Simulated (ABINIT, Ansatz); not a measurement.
# How the form of the self-energy moves the gap of ZnSe (Stilleite)

Wanted: the gap of ZnSe (Stilleite) under several approximations, with cost.

Main program and level: ABINIT 10.8.3; PBE and many-body steps on it, plane waves.

### Step 1. The starting structure

It takes space group F-43m (No. 216, cubic). Conventional cell: a = 5.668 Å, b = 5.668 Å, c = 5.668 Å, α = 90.00°, β = 90.00°, γ = 90.00°. Nearest to Zn lie 4 Se at 2.45 Å. Nearest to Se lie 4 Zn at 2.45 Å. Farther neighbours and most contacts between anions are not listed.

The cell and positions come from the Crystallography Open Database and are kept as given unless a step says otherwise.

### Step 2. Empty states on the mesh, 4×4×4 mesh, 129 bands

This step: ABINIT 10.8.3; DFT, PBE, plane waves, norm-conserving pseudopotentials.

The sums over transitions need many empty states on a uniform mesh; this step solves for them.

File run.abi:

```
acell 3*1.0 Angstrom
rprim 
  -0.000000000000 2.833800000000 2.833800000000
  2.833800000000 -0.000000000000 2.833800000000
  2.833800000000 2.833800000000 0.000000000000
ntypat 2
znucl 30 34
natom 2
typat 1 2
xred 
  0.000000000000 0.000000000000 0.000000000000
  0.250000000000 0.250000000000 0.250000000000
pp_dirpath "pseudos"
pseudos "Zn.upf, Se.upf"
ecut 39
ngkpt 4 4 4
nshiftk 1
shiftk 0 0 0
kptopt 1
chksymbreak 0
irdden 1
istwfk *1
nband 129
prtvol 0
optdriver 6
gwr_task "HDIAGO"
paral_kgb 0
occopt 1
indata_prefix "in"
outdata_prefix "out"
tmpdata_prefix "tmp"
```

On the command line:

```console
OMP_NUM_THREADS=1 mpirun -n 4 abinit run.abi > log
```

Log:

```text
.Version 10.8.3 of ABINIT. v10.8.2 released Aug 2026.

 Symmetries : space group F-4 3 m (#216); Bravais cF (face-center cubic)
[... echo of the input left out ...]
== DATASET  1 ==================================================================
-   mpi_nproc: 4, omp_nthreads: 1 (-1 if OMP is not activated)

--- !DatasetInfo
iteration_state: {dtset: 1, }
dimensions: {natom: 2, nkpt: 8, mband: 129, nsppol: 1, nspinor: 1, nspden: 1, mpw: 3591, }
cutoff_energies: {ecut:  39.0, pawecutdg:  -1.0, }
[...]
Direct band gap semiconductor
 Fundamental gap:     1.288 (eV)
   VBM:     3.405 (eV) at k: [ 0.0000E+00,  0.0000E+00,  0.0000E+00]
   CBM:     4.693 (eV) at k: [ 0.0000E+00,  0.0000E+00,  0.0000E+00]
 Direct gap:         1.288 (eV) at k: [ 0.0000E+00,  0.0000E+00,  0.0000E+00]

== END DATASET(S) ==============================================================
================================================================================

 -outvars: echo values of variables after computation  --------
           etotal      0.0000000000E+00
            nband         129
             nkpt           8
          spgroup         216
 [... the other variables as echoed above ...]

 Calculation completed.
```

It took 1.8 min on 4 MPI ranks of Arm Neoverse N1, shared host; peak memory 3 GiB; 7.2 min of CPU time.

Numbers from this step:

| Quantity | Value |
| --- | --- |
| gap | 1.288 eV |
| k of the valence top | 0, 0, 0 |
| k of the conduction bottom | 0, 0, 0 |
| least direct gap | 1.288 eV |
| k points computed | 8 |
| lowest point of the top converged band, above the valence top | 88.1516 eV |

On this mesh the gap is 1.288 eV.

The density comes from a self-consistent run that is not shown.

### Step 3. Screening, 4×4×4 mesh, 60 bands, screening to 114.3 eV

The RPA dielectric matrix is built and inverted for each q.

This step: RPA screening on PBE, plane waves, norm-conserving pseudopotentials.

Changes to run.abi since step 2:

```diff
@@ -20,10 +20,11 @@
 chksymbreak 0
-irdden 1
 istwfk *1
-nband 129
-prtvol 0
-optdriver 6
-gwr_task "HDIAGO"
-paral_kgb 0
 occopt 1
+irdwfk 1
+optdriver 3
+nband 60
+ecuteps 4.2
+inclvkb 2
+awtr 1
+symchi 1
 indata_prefix "in"
```

Log:

```text
.Version 10.8.3 of ABINIT. v10.8.2 released Aug 2026.

 Symmetries : space group F-4 3 m (#216); Bravais cF (face-center cubic)
[... echo of the input left out ...]
== DATASET  1 ==================================================================
-   mpi_nproc: 4, omp_nthreads: 1 (-1 if OMP is not activated)

--- !DatasetInfo
iteration_state: {dtset: 1, }
dimensions: {natom: 2, nkpt: 8, mband: 60, nsppol: 1, nspinor: 1, nspden: 1, mpw: 3591, }
cutoff_energies: {ecut:  39.0, pawecutdg:  -1.0, }
electrons: {nelect:   3.60000000E+01, charge:   0.00000000E+00, occopt:   1.00000000E+00, tsmear:   1.00000000E-02, }

 SCREENING: Calculation of the susceptibility and dielectric matrices

 Based on a program developped by R.W. Godby, V. Olevano, G. Onida, and L. Reining.
 Incorporated in ABINIT by V. Olevano, G.-M. Rignanese, and M. Torrent.
.Using double precision arithmetic ; gwpc =  8

[... cell and pseudopotentials left out ...]
--------------------------------------------------------------------------------

 ==== K-mesh for the wavefunctions ====
 Number of points in the irreducible wedge :     8
[... list of points left out ...]
 Together with 24 symmetry operations and time-reversal symmetry
 yields    64 points in the full Brillouin Zone.

 ==== Q-mesh for the screening function ====
 Number of points in the irreducible wedge :     8
[... list of points left out ...]
 Together with 24 symmetry operations and time-reversal symmetry
 yields    64 points in the full Brillouin Zone.

 setmesh: FFT mesh size selected  =    30x   30x   30
          total number of points  =        27000

 vcoul_init : cutoff-mode = AUXILIARY_FUNCTION
 q-points for optical limit:   1
     1)      0.000010    0.000020    0.000030

- screening: taking advantage of time-reversal symmetry
- Maximum band index for partially occupied states nbvw = 18
- Remaining bands to be divided among processors   nbcw = 42
- Number of bands treated by each node ~10

 Number of electrons calculated from density =   36.0000; Expected =   36.0000
 average of density, n =  0.117211
 r_s =    1.2676
 omega_plasma =   33.0248 [eV]

 calculating chi0 at frequencies [eV] :
  1    0.000000E+00    0.000000E+00
  2    0.000000E+00    3.302477E+01

--------------------------------------------------------------------------------
  q-point number  1        q = ( 0.000000, 0.000000, 0.000000) [r.l.u.]
--------------------------------------------------------------------------------
[... chi0 elements left out ...]
 For q-point:  0.000010 0.000020 0.000030
  dielectric constant =  13.9607
  dielectric constant without local fields =  14.9650

  Average fulfillment of the sum rule on Im[epsilon] for q-point    1 :     29.33  [%]
[... wings left out ...]
  q-point number  2        q = ( 0.250000, 0.000000, 0.000000) [r.l.u.]
--------------------------------------------------------------------------------
[... chi0 elements left out ...]
  Average fulfillment of the sum rule on Im[epsilon] for q-point    2 :     37.31  [%]

 [... 6 further q-points ...]
```

Elapsed: 35 s, on 4 MPI ranks; peak memory 0.75 GiB.

This step gave:

```yaml
eps_infinity_with_local_fields_on_this_mesh_along_the_program_s_q_direction: 13.96
the_same_without_local_fields: 14.96
plasma_frequency: 33.02 eV
plane_waves_in_the_screening_matrix: 137
```

Local fields lower ε∞ by 7 %. On a Γ-centred mesh this coarse the value itself is usually too large, while a short band sum pulls it down.

### Step 4. G0W0, Godby-Needs plasmon pole

The self-energy is evaluated for the states that the input lists, and the levels follow from it, in one-shot runs by the linearised quasiparticle equation.

This step: G0W0 on PBE, plane waves, norm-conserving pseudopotentials.

Changes to run.abi since step 3:

```diff
@@ -23,8 +23,15 @@
 irdwfk 1
-optdriver 3
+optdriver 4
 nband 60
+gwcalctyp 0
+ecutsigx 39
+symsigma 1
+nkptgw 1
+kptgw 
+  0.0000000000 0.0000000000 0.0000000000
+bdgw 
+  16 22
 ecuteps 4.2
-inclvkb 2
-awtr 1
-symchi 1
+irdscr 1
+ppmodel 1
 indata_prefix "in"
```

Log:

```text
.Version 10.8.3 of ABINIT. v10.8.2 released Aug 2026.

 Symmetries : space group F-4 3 m (#216); Bravais cF (face-center cubic)
[... echo of the input left out ...]
== DATASET  1 ==================================================================
-   mpi_nproc: 4, omp_nthreads: 1 (-1 if OMP is not activated)

--- !DatasetInfo
iteration_state: {dtset: 1, }
dimensions: {natom: 2, nkpt: 8, mband: 60, nsppol: 1, nspinor: 1, nspden: 1, mpw: 3591, }
cutoff_energies: {ecut:  39.0, pawecutdg:  -1.0, }
electrons: {nelect:   3.60000000E+01, charge:   0.00000000E+00, occopt:   1.00000000E+00, tsmear:   1.00000000E-02, }

 SIGMA: Calculation of the GW corrections

 Based on a program developped by R.W. Godby, V. Olevano, G. Onida, and L. Reining.
 Incorporated in ABINIT by V. Olevano, G.-M. Rignanese, and M. Torrent.
.Using double precision arithmetic ; gwpc =  8

[... cell and pseudopotentials left out ...]
--------------------------------------------------------------------------------

 ==== K-mesh for the wavefunctions ====
 Number of points in the irreducible wedge :     8
[... list of points left out ...]
 Together with 24 symmetry operations and time-reversal symmetry
 yields    64 points in the full Brillouin Zone.

 ==== Q-mesh for screening function ====
 Number of points in the irreducible wedge :     8
[... list of points left out ...]
 Together with 24 symmetry operations and time-reversal symmetry
 yields    64 points in the full Brillouin Zone.

 vcoul_init : cutoff-mode = AUXILIARY_FUNCTION
 q-points for optical limit:   1
     1)      0.000010    0.000020    0.000030
 setmesh: FFT mesh size selected  =    45x   45x   45
          total number of points  =        91125

 Number of electrons calculated from density =   36.0000; Expected =   36.0000
 average of density, n =  0.117211
 r_s =    1.2676
 omega_plasma =   33.0248 [eV]

 === KS Band Gaps ===
  >>>> For spin  1
   Minimum direct gap =   1.2881 [eV], located at k-point      :   0.0000  0.0000  0.0000
   Fundamental gap    =   1.2881 [eV], Top of valence bands at :   0.0000  0.0000  0.0000
                                       Bottom of conduction at :   0.0000  0.0000  0.0000
 SIGMA fundamental parameters:
 PLASMON POLE MODEL  1
 number of plane-waves for SigmaX                 3527
 number of plane-waves for SigmaC and W            137
 number of plane-waves for wavefunctions          3527
 number of bands                                    60
 number of independent spin polarizations            1
 number of spinorial components                      1
 number of k-points in IBZ                           8
 number of q-points in IBZ                           8
 number of symmetry operations                      24
 number of k-points in BZ                           64
 number of q-points in BZ                           64
 number of frequencies for dSigma/dE                 9
 frequency step for dSigma/dE [eV]                0.25
 number of omega for Sigma on real axis              0
 max omega for Sigma on real axis  [eV]           0.00
 zcut for avoiding poles [eV]                     0.10

 EPSILON^-1 parameters (SCR file):
 dimension of the eps^-1 matrix on file            137
 dimension of the eps^-1 matrix used               137
 number of plane-waves for wavefunctions          3527
 number of bands                                    60
 number of q-points in IBZ                           8
 number of frequencies                               2
 number of real frequencies                          1
 number of imag frequencies                          1

 matrix elements of self-energy operator (all in [eV])

 Perturbative Calculation

--- !SelfEnergy_ee
iteration_state: {dtset: 1, }
kpoint     : [   0.000,    0.000,    0.000, ]
spin       : 1
KS_gap     :    1.288
QP_gap     :    2.572
Delta_QP_KS:    1.284
data: !SigmaeeData |
     Band     E0 <VxcDFT>   SigX SigC(E0)      Z dSigC/dE  Sig(E)    E-E0       E
       16   3.405 -16.589 -20.446   2.597   0.797  -0.254 -17.594  -1.005   2.400
       17   3.405 -16.589 -20.446   2.597   0.797  -0.254 -17.594  -1.005   2.400
       18   3.405 -16.589 -20.446   2.597   0.797  -0.254 -17.594  -1.005   2.400
       19   4.693 -12.624  -8.875  -3.407   0.815  -0.228 -12.345   0.279   4.972
       20   9.220 -10.891  -5.994  -4.040   0.812  -0.232 -10.195   0.695   9.915
       21   9.220 -10.891  -5.994  -4.040   0.812  -0.232 -10.195   0.695   9.915
       22   9.220 -10.891  -5.994  -4.040   0.812  -0.232 -10.195   0.695   9.915

== END DATASET(S) ==============================================================
================================================================================

 -outvars: echo values of variables after computation  --------
           etotal      0.0000000000E+00
            nband          60
             nkpt           8
          spgroup         216
 [... the other variables as echoed above ...]

 Calculation completed.
```

Wall time 6.3 s (4 MPI ranks); peak memory 0.59 GiB.

This step gave:

```
G0W0 gap on the points computed              : 2.572 eV
starting gap on the mesh                     : 1.288 eV
k of the valence top                         : 0, 0, 0
k of the conduction bottom                   : 0, 0, 0
Z at the valence top                         : 0.797
Z at the conduction bottom                   : 0.815
least direct G0W0 gap on the computed points : 2.572 eV
```

The gap on the mesh goes from 1.29 eV to 2.57 eV, a correction of +1.28 eV.

### Step 5. G0W0, Hybertsen-Louie plasmon pole

Changes to run.abi since step 4:

```diff
@@ -35,3 +35,3 @@
 irdscr 1
-ppmodel 1
+ppmodel 2
 indata_prefix "in"
```

Log:

```text
.Version 10.8.3 of ABINIT. v10.8.2 released Aug 2026.

 Symmetries : space group F-4 3 m (#216); Bravais cF (face-center cubic)
[... echo of the input left out ...]
== DATASET  1 ==================================================================
-   mpi_nproc: 4, omp_nthreads: 1 (-1 if OMP is not activated)

--- !DatasetInfo
iteration_state: {dtset: 1, }
dimensions: {natom: 2, nkpt: 8, mband: 60, nsppol: 1, nspinor: 1, nspden: 1, mpw: 3591, }
cutoff_energies: {ecut:  39.0, pawecutdg:  -1.0, }
electrons: {nelect:   3.60000000E+01, charge:   0.00000000E+00, occopt:   1.00000000E+00, tsmear:   1.00000000E-02, }

 SIGMA: Calculation of the GW corrections

 Based on a program developped by R.W. Godby, V. Olevano, G. Onida, and L. Reining.
 Incorporated in ABINIT by V. Olevano, G.-M. Rignanese, and M. Torrent.
.Using double precision arithmetic ; gwpc =  8

[... cell and pseudopotentials left out ...]
--------------------------------------------------------------------------------

 ==== K-mesh for the wavefunctions ====
 Number of points in the irreducible wedge :     8
[... list of points left out ...]
 Together with 24 symmetry operations and time-reversal symmetry
 yields    64 points in the full Brillouin Zone.

 ==== Q-mesh for screening function ====
 Number of points in the irreducible wedge :     8
[... list of points left out ...]
 Together with 24 symmetry operations and time-reversal symmetry
 yields    64 points in the full Brillouin Zone.

 vcoul_init : cutoff-mode = AUXILIARY_FUNCTION
 q-points for optical limit:   1
     1)      0.000010    0.000020    0.000030
 setmesh: FFT mesh size selected  =    45x   45x   45
          total number of points  =        91125

 Number of electrons calculated from density =   36.0000; Expected =   36.0000
[...]
number of q-points in BZ                           64
 number of frequencies for dSigma/dE                 9
 frequency step for dSigma/dE [eV]                0.25
 number of omega for Sigma on real axis              0
 max omega for Sigma on real axis  [eV]           0.00
 zcut for avoiding poles [eV]                     0.10

 EPSILON^-1 parameters (SCR file):
 dimension of the eps^-1 matrix on file            137
 dimension of the eps^-1 matrix used               137
 number of plane-waves for wavefunctions          3527
 number of bands                                    60
 number of q-points in IBZ                           8
 number of frequencies                               2
 number of real frequencies                          1
 number of imag frequencies                          1

 matrix elements of self-energy operator (all in [eV])

 Perturbative Calculation

--- !SelfEnergy_ee
iteration_state: {dtset: 1, }
kpoint     : [   0.000,    0.000,    0.000, ]
spin       : 1
KS_gap     :    1.288
QP_gap     :    2.518
Delta_QP_KS:    1.230
data: !SigmaeeData |
     Band     E0 <VxcDFT>   SigX SigC(E0)      Z dSigC/dE  Sig(E)    E-E0       E
       16   3.405 -16.589 -20.446   2.345   0.875  -0.142 -17.913  -1.324   2.081
       17   3.405 -16.589 -20.446   2.345   0.875  -0.142 -17.913  -1.324   2.081
       18   3.405 -16.589 -20.446   2.345   0.875  -0.142 -17.913  -1.324   2.081
       19   4.693 -12.624  -8.875  -3.856   0.882  -0.133 -12.719  -0.094   4.599
       20   9.220 -10.891  -5.994  -4.387   0.882  -0.133 -10.441   0.449   9.669
       21   9.220 -10.891  -5.994  -4.387   0.882  -0.133 -10.441   0.449   9.669
       22   9.220 -10.891  -5.994  -4.387   0.882  -0.133 -10.441   0.449   9.669

== END DATASET(S) ==============================================================
================================================================================

 -outvars: echo values of variables after computation  --------
           etotal      0.0000000000E+00
            nband          60
             nkpt           8
          spgroup         216
 [... the other variables as echoed above ...]

 Calculation completed.
```

Elapsed: 6.3 s, on 4 MPI ranks; peak memory 0.59 GiB; 25 s of CPU time.

This step gave:

| Quantity | Value |
| --- | --- |
| G0W0 gap on the points computed | 2.518 eV |
| starting gap on the mesh | 1.288 eV |
| k of the valence top | 0, 0, 0 |
| k of the conduction bottom | 0, 0, 0 |
| Z at the valence top | 0.875 |
| Z at the conduction bottom | 0.882 |
| least direct G0W0 gap on the computed points | 2.518 eV |

Against G0W0 in ABINIT (4×4×4 mesh, 60 bands, screening to 114.3 eV, Godby-Needs plasmon pole), the gap moves by −0.054 eV.

### Step 6. G0W0, von der Linden-Horsch plasmon pole

Changes to run.abi since step 5:

```diff
@@ -35,3 +35,3 @@
 irdscr 1
-ppmodel 2
+ppmodel 3
 indata_prefix "in"
```

Log:

```text
.Version 10.8.3 of ABINIT. v10.8.2 released Aug 2026.

 Symmetries : space group F-4 3 m (#216); Bravais cF (face-center cubic)
[... echo of the input left out ...]
== DATASET  1 ==================================================================
-   mpi_nproc: 4, omp_nthreads: 1 (-1 if OMP is not activated)

--- !DatasetInfo
iteration_state: {dtset: 1, }
dimensions: {natom: 2, nkpt: 8, mband: 60, nsppol: 1, nspinor: 1, nspden: 1, mpw: 3591, }
cutoff_energies: {ecut:  39.0, pawecutdg:  -1.0, }
[...]
20   9.220 -10.891  -5.994  -4.421   0.892  -0.121 -10.466   0.425   9.644
       21   9.220 -10.891  -5.994  -4.421   0.892  -0.121 -10.466   0.425   9.644
       22   9.220 -10.891  -5.994  -4.421   0.892  -0.121 -10.466   0.425   9.644

== END DATASET(S) ==============================================================
================================================================================

 -outvars: echo values of variables after computation  --------
           etotal      0.0000000000E+00
            nband          60
             nkpt           8
          spgroup         216
 [... the other variables as echoed above ...]

 Calculation completed.
```

It took 5.6 s on 4 MPI ranks; peak memory 0.22 GiB; 22 s of CPU time.

Numbers from this step:

```yaml
g0w0_gap_on_the_points_computed: 2.508 eV
starting_gap_on_the_mesh: 1.288 eV
k_of_the_valence_top: 0, 0, 0
k_of_the_conduction_bottom: 0, 0, 0
least_direct_g0w0_gap_on_the_computed_points: 2.508 eV
```

Against G0W0 in ABINIT (4×4×4 mesh, 60 bands, screening to 114.3 eV, Godby-Needs plasmon pole), the gap moves by −0.064 eV.

[end of part 1 of 2]

[Paths, hosts, dates, memory and timing lines, banners, echoed tables and standing remarks are left out of the program output.]

[Logs are printed without paths, hosts, clocks, repeated set-up lines and the standing remarks that a program may print on its own settings, such as how far it seeks lower states.]

[Runs of the session that timed out or met a known fault of the program may be left out.]

[No measured gap is set beside runs whose start may be inverted or whose files or cutoffs have a known fault.]

[Hosts, paths, dates, database ids (printed as entryN), source tags and the programs' standing remarks are cut or masked in the printed files.]

[G0W0 gaps are taken among the corrected bands and points alone; a level outside them can change the order at an edge.]

[Where Ansatz stands beside ABINIT at settings called matched, ABINIT's density can come from a denser mesh and the files from another edition; pairs whose starting gaps differed by over 0.03 eV were left out, so agreement reads better than it is.]
